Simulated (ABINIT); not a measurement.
An input for ABINIT 10.8.3 (SrTiO3 (I4/mcm)):

```
acell 3*1.0 Angstrom
rprim 
  -2.755500000000 2.755500000000 3.898000000000
  2.755500000000 -2.755500000000 3.898000000000
  2.755500000000 2.755500000000 -3.898000000000
ntypat 3
znucl 38 22 8
natom 10
typat 1 1 2 2 3 3 3 3 3 3
xred 
  0.750000000000 0.250000000000 0.500000000000
  0.250000000000 0.750000000000 0.500000000000
  0.000000000000 0.000000000000 0.000000000000
  0.500000000000 0.500000000000 0.000000000000
  0.250000000000 0.250000000000 0.000000000000
  0.750000000000 0.750000000000 0.000000000000
  0.745100000000 0.245100000000 0.990200000000
  0.245100000000 0.254900000000 0.500000000000
  0.254900000000 0.754900000000 0.009800000000
  0.754900000000 0.745100000000 0.500000000000
pp_dirpath "pseudos"
pseudos "Sr.upf, Ti.upf, O.upf"
ecut 38
ngkpt 4 4 4
nshiftk 1
shiftk 0 0 0
kptopt 1
chksymbreak 0
iscf -2
irdden 1
istwfk *1
nband 431
nbdbuf 38
tolwfr 1e-09
nstep 60
prtvol 0
indata_prefix "in"
outdata_prefix "out"
tmpdata_prefix "tmp"
```

```sh
OMP_NUM_THREADS=1 mpirun -n 16 abinit run.abi > log
```

Q: Estimate wall time and host memory on 16 MPI ranks of Arm Neoverse N1, shared host.

It took 11 min; on shared hardware allow 5.4 min to 22 min. Peak host memory was 2.2 GiB.

[Paths, hosts, dates, memory and timing lines, banners, echoed tables and standing remarks are left out of the program output.]

[Logs are printed without paths, hosts, clocks, repeated set-up lines and the standing remarks that a program may print on its own settings, such as how far it seeks lower states.]

[Runs of the session that timed out or met a known fault of the program may be left out.]

[Hosts, paths, dates, database ids (printed as entryN), source tags and the programs' standing remarks are cut or masked in the printed files.]

[G0W0 gaps are taken among the corrected bands and points alone; a level outside them can change the order at an edge.]

[Where Ansatz stands beside ABINIT at settings called matched, ABINIT's density can come from a denser mesh and the files from another edition; pairs whose starting gaps differed by over 0.03 eV were left out, so agreement reads better than it is.]
